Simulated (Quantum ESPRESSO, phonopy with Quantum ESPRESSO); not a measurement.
# CaO (Fm-3m): phonons against volume, part 6 of 9

Which modes of CaO drive its thermal expansion?

Experimental results on record:
- heat capacity C_P per formula unit 42.2 J/mol/K and bulk modulus 113 GPa near room temperature (given in “High-Throughput Prediction of Finite-Temperature Properties using the Quasi-Harmonic Approximation”, 2016, arXiv:1603.06924)

Quantum ESPRESSO 7.5; DFT LDA, scalar-relativistic, plane waves, GBRV ultrasoft pseudopotentials.

So far. Step 5 (Zone-centre response): The Born charges sum to zero within 1.0e-3 e; the rest is removed before use. Acoustic frequencies in this log differ from zero by the error of the sum rule, which ph.x does not impose. Step 6 (Forces on a displaced cell): At this level the gap is 3.45 eV on the k-mesh of the self-consistent run, which can miss the band edges.

## (8) Phonons, V/V0 1

This step: DFT LDA, scalar-relativistic, plane waves, GBRV ultrasoft pseudopotentials (phonopy with Quantum ESPRESSO 4.10.0 / 7.5).

Wall time 50 s (8 threads of Arm Neoverse V2, shared host).

Numbers from this step:

```yaml
point_group: m-3m
highest_frequency: 570.5 cm⁻¹
debye_temperature_from_the_second_moment: 586 K
lowest_frequency_on_the_path: 0 cm⁻¹
zero_point_energy: 0.1118 eV/cell
gamma_frequencies: 0, 0, 0, 292.0, 292.0, 292.0 cm⁻¹ (negative: imaginary)
```

Phonopy, LO-TO term from ph.x's tensors. The phonon branches at the labelled points (cm⁻¹):

```
    point  branch 1  branch 2  branch 3  branch 4  branch 5  branch 6
        Γ         0         0         0       292       292       570
  halfway       162       162       240       320       320       498
        X       205       205       312       316       316       393
  halfway       204       231       310       316       329       388
        U       201       281       298       315       363       378
jump to K       201       281       298       315       363       378
  halfway       157       191       263       299       336       515
        Γ         0         0         0       292       292       570
  halfway       142       142       244       306       306       544
        L       190       190       325       325       384       487
  halfway       200       236       321       339       350       434
        W       242       278       278       332       360       360
  halfway       224       232       306       324       331       384
        X       205       205       312       316       316       393
```

The phonon branches as a text plot (rows in cm⁻¹):

```
    559 |****                      *********
    535 |    *                   **         ***
    511 |                       *              *
    487 |     **              **                ****
    464 |       **                                  **
    440 |                   **                        *
    416 |         *                                    *
    392 |          ******* *                     ***    *    ****
    368 |                 ****                  *   **   ****
    345 |               **    ***              *     ****  **
    321 |    *****************   **          ********************
    297 |****     *     ****  *****************         ** ***
    273 |       **       ***    *                       ****
    250 |     **        *   **              *          *  ***
    226 |              *      **                     ** **  ***
    202 |    *    **********    ***               ******       **
    178 |       **          ****           *   ***
    155 |     **                *****        **
    131 |  ***                   **      ** *
    107 |                          **      *
     83 |  **                      ***   **
     59 | *                          *  *
     36 |                               *
     12 |*                            **
         Γ           X  U|K            Γ         L        W     X
```

Harmonic. Thermo, by row:

```
T (K)  F_vib (meV/atom)  S (J/mol-atom/K)  C_V (J/mol-atom/K)
    0             55.92                 0                   0
   50             55.88             0.352               1.293
  100             55.11             3.025               7.536
  150             52.48             7.246               13.32
  200             47.58             11.63               17.05
  250             40.48             15.71               19.36
  300             31.37             19.38               20.84
  350             20.46             22.67               21.81
  400              7.94             25.62               22.48
  450             -6.05              28.3               22.97
  500            -21.35             30.74               23.32
  550            -37.87             32.98               23.59
  600             -55.5             35.04                23.8
  650            -74.16             36.95               23.96
  700            -93.78             38.73               24.09
  750            -114.3              40.4                24.2
  800            -135.6             41.96               24.29
  850            -157.8             43.44               24.36
  900            -180.6             44.83               24.42
  950            -204.2             46.15               24.47
 1000            -228.5             47.41               24.52
```

The modes has structure finer than the step of the table below, so its rows give means over 20 cm⁻¹, whole bins alone (the curve runs from -10 to 597 cm⁻¹). Peaks (cm⁻¹: height): Ca 196.0: 0.0311, 302.8: 0.0206; O 321.9: 0.0595.

Phonopy on the run's constants, 21x21x21 mesh, Gaussian sigma 4.3 cm⁻¹. Modes against wavenumber; means over each step; values in 1/cm⁻¹/cell:

```
wavenumber (cm⁻¹)       Ca        O
                0   1.1e-5   3.8e-6
               20   3.1e-5   1.0e-5
               40   1.5e-4   5.5e-5
               60   3.7e-4   1.3e-4
               80   7.5e-4   2.5e-4
              100  0.00123   3.7e-4
              120  0.00215   5.6e-4
              140  0.00365   7.6e-4
              160  0.00698  0.00107
              180   0.0166  0.00138
              200   0.0280  0.00218
              220   0.0159  0.00139
              240   0.0109   9.7e-4
              260  0.00901   9.0e-4
              280  0.00675  0.00140
              300   0.0160   0.0157
              320   0.0148   0.0475
              340  0.00631   0.0210
              360  0.00337   0.0105
              380  0.00110  0.00512
              400   2.7e-4  0.00625
              420   4.0e-4  0.00550
              440   5.5e-4  0.00540
              460   7.2e-4  0.00554
              480   8.7e-4  0.00539
              500   9.8e-4  0.00409
              520   9.3e-4  0.00308
              540   7.8e-4  0.00227
              560   4.6e-4  0.00122
              580   2.6e-5   6.5e-5
```

No LO-TO term. Modes at Γ, with each element's share of the kinetic energy:

```
mode  frequency (cm⁻¹)  symmetry  Ca %  O %
   1               0.0       T1u    71   29
   2               0.0       T1u    71   29
   3               0.0       T1u    71   29
   4             292.0       T1u    29   71
   5             292.0       T1u    29   71
   6             292.0       T1u    29   71
```

Displacements in mode 4 (292.0 cm⁻¹), the largest set to 1:
```
Ca1  0.00  0.08 -0.40
O2   0.00 -0.21  1.00
```

No mode is imaginary beyond numerical noise along the path.

The time given is that of the 2 pw.x runs on displaced cells behind this step.

## (9) Ground state at this cell, V/V0 1.015

A tight ground state at this cell gives the energy of this member; its pressure is the stress at this cutoff, which can carry an offset from the finite basis.

This step: DFT LDA, scalar-relativistic, plane waves, GBRV ultrasoft pseudopotentials (Quantum ESPRESSO 7.5).

System of this step: CaO. The structure is cubic, space group Fm-3m (No. 225). The conventional cell has a = 4.732 Å, b = 4.732 Å, c = 4.732 Å, α = 90.00°, β = 90.00°, γ = 90.00°. Nearest to Ca lie 6 O at 2.37 Å. Nearest to O lie 6 Ca at 2.37 Å. Farther neighbours and most contacts between anions are not listed.

File scf.in:

```
&control
   calculation = 'scf'
   prefix = 'x'
   outdir = './tmp'
   pseudo_dir = './pseudo'
   tprnfor = .true.
   tstress = .true.
/
&system
   ibrav = 0
   nat = 2
   ntyp = 2
   ecutwfc = 45.0
   ecutrho = 270.0
   occupations = 'fixed'
   nbnd = 10
/
&electrons
   conv_thr = 1.0d-12
   mixing_beta = 0.7
   electron_maxstep = 100
/
ATOMIC_SPECIES
 Ca     40.0780  Ca.upf
 O      15.9990  O.upf
CELL_PARAMETERS angstrom
     0.000000000    2.366243960    2.366243960
     2.366243960    0.000000000    2.366243960
     2.366243960    2.366243960    0.000000000
ATOMIC_POSITIONS crystal
 Ca     0.000000000   0.000000000   0.000000000
 O      0.500000000   0.500000000   0.500000000
K_POINTS automatic
 8 8 8 0 0 0
```

Launch:

```console
$ OMP_NUM_THREADS=1 mpirun -n 8 pw.x -nk 8 -in scf.in > scf.out
```

What it wrote:

```text
[banner, memory and clock lines left out]
Program PWSCF v.7.5

     Message from routine setup:
     using ibrav=0 with symmetry is DISCOURAGED, use correct ibrav instead

     G-vector sticks info

     bravais-lattice index     =            0
     lattice parameter (alat)  =       6.3237  a.u.
     unit-cell volume          =     178.8155 (a.u.)^3
     number of atoms/cell      =            2
     number of atomic types    =            2
     number of electrons       =        16.00
[...]
atom    2 type  2   force =     0.00000000   -0.00000000    0.00000000

     Total force =     0.000000     Total SCF correction =     0.000000

     Computing stress (Cartesian axis) and pressure

          total   stress  (Ry/bohr**3)                   (kbar)     P=      -18.16
  -0.00012342   0.00000000   0.00000000          -18.16        0.00        0.00
   0.00000000  -0.00012342   0.00000000            0.00      -18.16        0.00
   0.00000000   0.00000000  -0.00012342            0.00        0.00      -18.16

     XML data file, charge density, pseudopotentials, collected wavefunctions
[key lines of the parts left out:]
!    total energy              =    -107.51236496 Ry
convergence has been achieved in  13 iterations
```

Elapsed: 1.9 s, on 8 MPI ranks.

At this level the gap is 3.46 eV on the k-mesh of the self-consistent run, which can miss the band edges.

## (10) Born charges and dielectric tensor

In a polar crystal the Born charges and ε∞ give the long-range dipole term that a finite supercell misses. They are those of this k-mesh and were not tested on a denser one; where the gap is small they converge slowly, and the LO modes with them.

File ph.in:

```
phonons
&inputph
   prefix = 'x'
   outdir = './tmp'
   fildyn = 'x.dyn'
   tr2_ph = 1.0d-18
   epsil = .true.
/
0.000000000 0.000000000 0.000000000
```

scf.in is that of step 9.

Launch:

```console
$ OMP_NUM_THREADS=1 mpirun -n 8 ph.x -nk 8 -in ph.in > ph.out
```

What it wrote:

```text
[banner, memory and clock lines left out]
Program PHONON v.7.5

     ./tmp/x.save/

     IMPORTANT: XC functional enforced from input :
     Exchange-correlation= PZ
                           (   1   1   0   0   0   0   0)
     Any further DFT definition will be discarded
     Please, verify this is what you really want

     G-vector sticks info

     Check: negative core charge=   -0.000003
     Reading collected, re-writing distributed wavefunctions in ./tmp/

     Number and degeneracy of irreps per q-point
       N         xq(1)         xq(2)         xq(3)   N irreps
[...]
freq (    1) =      -0.340572 [THz] =     -11.360264 [cm-1]
     freq (    2) =      -0.340572 [THz] =     -11.360264 [cm-1]
     freq (    3) =      -0.340572 [THz] =     -11.360264 [cm-1]
     freq (    4) =       8.425797 [THz] =     281.054350 [cm-1]
     freq (    5) =       8.425797 [THz] =     281.054350 [cm-1]
     freq (    6) =       8.425797 [THz] =     281.054350 [cm-1]
 **************************************************************************

     Mode symmetry, O_h (m-3m)  point group:

     freq (   1-   3) =        -11.4  [cm-1]   --> T_1u G_15  G_4- I
     freq (   4-   6) =        281.1  [cm-1]   --> T_1u G_15  G_4- I
```

Elapsed: 19 s, on 8 MPI ranks.

ε∞:

```
3.87 0.00 0.00
0.00 3.87 0.00
0.00 0.00 3.87
```

The Born charges sum to zero within 9.7e-4 e; the rest is removed before use. Acoustic frequencies in this log differ from zero by the error of the sum rule, which ph.x does not impose.

## (11) Forces on a displaced cell

One atom (for the harmonic constants) or a pair of atoms (for the cubic ones) is moved by a few hundredths of an ångström; the forces on all atoms give a column of force constants. The threshold is tight because the forces are small.

System of this step: CaO. It takes space group Imm2 (No. 44, orthorhombic). Conventional cell: a = 6.693 Å, b = 9.465 Å, c = 6.693 Å, α = 90.00°, β = 90.00°, γ = 90.00°. Ca has 6 O at 2.35 to 2.38 Å nearest. Nearest to Ca lie 6 O at 2.37 Å. Ca has 6 O at 2.37 Å nearest. Nearest to O lie 6 Ca at 2.37 Å. Farther neighbours and most contacts between anions are not listed.

File disp-00001.in:

```
&control
   calculation = 'scf'
   prefix = 'x'
   outdir = './tmp'
   pseudo_dir = './pseudo'
   tprnfor = .true.
   disk_io = 'none'
/
&system
   ibrav = 0
   nat = 16
   ntyp = 2
   ecutwfc = 45.0
   ecutrho = 270.0
   occupations = 'fixed'
   nbnd = 66
/
&electrons
   conv_thr = 1.0d-11
   mixing_beta = 0.7
   electron_maxstep = 100
/
ATOMIC_SPECIES
 Ca     40.0780  Ca.upf
 O      15.9990  O.upf
CELL_PARAMETERS angstrom
     0.000000000    4.732487920    4.732487920
     4.732487920    0.000000000    4.732487920
     4.732487920    4.732487920    0.000000000
ATOMIC_POSITIONS crystal
 Ca     0.002988309   0.000000000   0.000000000
 Ca     0.500000000   0.000000000   0.000000000
 Ca     0.000000000   0.500000000   0.000000000
 Ca     0.500000000   0.500000000   0.000000000
 Ca     0.000000000   0.000000000   0.500000000
 Ca     0.500000000   0.000000000   0.500000000
 Ca     0.000000000   0.500000000   0.500000000
 Ca     0.500000000   0.500000000   0.500000000
 O      0.250000000   0.250000000   0.250000000
 O      0.750000000   0.250000000   0.250000000
 O      0.250000000   0.750000000   0.250000000
 O      0.750000000   0.750000000   0.250000000
 O      0.250000000   0.250000000   0.750000000
 O      0.750000000   0.250000000   0.750000000
 O      0.250000000   0.750000000   0.750000000
 O      0.750000000   0.750000000   0.750000000
K_POINTS automatic
 3 3 3 0 0 0
```

Launch:

```console
$ OMP_NUM_THREADS=1 mpirun -n 4 pw.x -nk 4 -in disp-00001.in > disp-00001.out
```

What it wrote:

```text
[banner, memory and clock lines left out]
Program PWSCF v.7.5

     Message from routine setup:
     using ibrav=0 with symmetry is DISCOURAGED, use correct ibrav instead

     G-vector sticks info

     bravais-lattice index     =            0
     lattice parameter (alat)  =      12.6475  a.u.
     unit-cell volume          =    1430.5240 (a.u.)^3
     number of atoms/cell      =           16
     number of atomic types    =            2
     number of electrons       =       128.00
[...]
atom    1 type  1   force =     0.00000000   -0.00505668   -0.00505668
     atom    2 type  1   force =    -0.00000000    0.00222941    0.00222941
     atom    3 type  1   force =     0.00147459   -0.00021287    0.00075428
[...]
atom   15 type  2   force =     0.00000083    0.00034215    0.00034215
     atom   16 type  2   force =     0.00000538   -0.00011739   -0.00011739

     Total force =     0.008693     Total SCF correction =     0.000002
     Message from routine punch:
     Nothing written, as per user request (disk_io='none')
[key lines of the parts left out:]
!    total energy              =    -860.09869866 Ry
convergence has been achieved in  16 iterations
```

Run time: 46 s. Hardware: 4 MPI ranks; 3.1 min of CPU time.

## (12) Lattice dynamics at this volume, V/V0 1.015

This step: DFT LDA, scalar-relativistic, plane waves, GBRV ultrasoft pseudopotentials (phonopy with Quantum ESPRESSO 4.10.0 / 7.5).

Elapsed: 49 s, on 8 threads.

No mode is imaginary beyond numerical noise along the path. The highest zone-centre mode (no LO–TO term) moved by -3.8 % for a volume change of +1.5 %.

The time given is that of the 2 pw.x runs on displaced cells behind this step.

## (13) Self-consistent run, V/V0 0.985

A tight ground state at this cell gives the energy of this member; its pressure is the stress at this cutoff, which can carry an offset from the finite basis.

This step: DFT LDA, scalar-relativistic, plane waves, GBRV ultrasoft pseudopotentials (Quantum ESPRESSO 7.5).

System of this step: CaO. It takes space group Fm-3m (No. 225, cubic). Conventional cell: a = 4.685 Å, b = 4.685 Å, c = 4.685 Å, α = 90.00°, β = 90.00°, γ = 90.00°. Nearest to Ca lie 6 O at 2.34 Å. O has 6 Ca at 2.34 Å nearest. Farther neighbours and most contacts between anions are not listed.

scf.in: that of step 10 with these lines changed.

```diff
@@ -26,5 +26,5 @@
 CELL_PARAMETERS angstrom
-     0.000000000    2.366243960    2.366243960
-     2.366243960    0.000000000    2.366243960
-     2.366243960    2.366243960    0.000000000
+     0.000000000    2.342697682    2.342697682
+     2.342697682    0.000000000    2.342697682
+     2.342697682    2.342697682    0.000000000
 ATOMIC_POSITIONS crystal
```

Launch:

```console
$ OMP_NUM_THREADS=1 mpirun -n 8 pw.x -nk 8 -in scf.in > scf.out
```

What it wrote:

```text
[banner, memory and clock lines left out]
Program PWSCF v.7.5

     Message from routine setup:
     using ibrav=0 with symmetry is DISCOURAGED, use correct ibrav instead

     G-vector sticks info

     bravais-lattice index     =            0
     lattice parameter (alat)  =       6.2608  a.u.
     unit-cell volume          =     173.5303 (a.u.)^3
     number of atoms/cell      =            2
     number of atomic types    =            2
     number of electrons       =        16.00
[...]
atom    2 type  2   force =     0.00000000    0.00000000   -0.00000000

     Total force =     0.000000     Total SCF correction =     0.000000

     Computing stress (Cartesian axis) and pressure

          total   stress  (Ry/bohr**3)                   (kbar)     P=       20.71
   0.00014081   0.00000000   0.00000000           20.71        0.00        0.00
   0.00000000   0.00014081   0.00000000            0.00       20.71        0.00
   0.00000000   0.00000000   0.00014081            0.00        0.00       20.71

     XML data file, charge density, pseudopotentials, collected wavefunctions
[key lines of the parts left out:]
!    total energy              =    -107.51229074 Ry
convergence has been achieved in  14 iterations
```

Wall time 1.9 s (8 MPI ranks).

The run ends at a pressure of 2.07 GPa.

## (14) Born charges and dielectric tensor

In a polar crystal the Born charges and ε∞ give the long-range dipole term that a finite supercell misses. They are those of this k-mesh and were not tested on a denser one; where the gap is small they converge slowly, and the LO modes with them.

ph.in is that of step 10.

scf.in is that of step 13.

Launch:

```console
$ OMP_NUM_THREADS=1 mpirun -n 8 ph.x -nk 8 -in ph.in > ph.out
```

What it wrote:

```text
[banner, memory and clock lines left out]
Program PHONON v.7.5

     ./tmp/x.save/

     IMPORTANT: XC functional enforced from input :
     Exchange-correlation= PZ
                           (   1   1   0   0   0   0   0)
     Any further DFT definition will be discarded
     Please, verify this is what you really want

     G-vector sticks info

     Check: negative core charge=   -0.000003
     Reading collected, re-writing distributed wavefunctions in ./tmp/

     Number and degeneracy of irreps per q-point
       N         xq(1)         xq(2)         xq(3)   N irreps
[...]
freq (    1) =      -0.368262 [THz] =     -12.283902 [cm-1]
     freq (    2) =      -0.368262 [THz] =     -12.283902 [cm-1]
     freq (    3) =      -0.368262 [THz] =     -12.283902 [cm-1]
     freq (    4) =       9.088077 [THz] =     303.145622 [cm-1]
     freq (    5) =       9.088077 [THz] =     303.145622 [cm-1]
     freq (    6) =       9.088077 [THz] =     303.145622 [cm-1]
 **************************************************************************

     Mode symmetry, O_h (m-3m)  point group:

     freq (   1-   3) =        -12.3  [cm-1]   --> T_1u G_15  G_4- I
     freq (   4-   6) =        303.1  [cm-1]   --> T_1u G_15  G_4- I
```

Run time: 19 s. Hardware: 8 MPI ranks; 2.5 min of CPU time.

ε∞:

```
3.89 0.00 0.00
0.00 3.89 0.00
0.00 0.00 3.89
```

The Born charges sum to zero within 0.0011 e; the rest is removed before use. Acoustic frequencies in this log differ from zero by the error of the sum rule, which ph.x does not impose.

[end of part 6 of 9]

[Logs are printed without paths, hosts, clocks, repeated set-up lines and the standing remarks that a program may print on its own settings, such as how far it seeks lower states.]

[Hosts, paths, dates, database ids (printed as entryN), source tags and the programs' standing remarks are cut or masked in the printed files.]

[A step with changed settings may run another functional than the one named; its input shows which.]

[Of the runs on displaced cells, only some may be shown.]
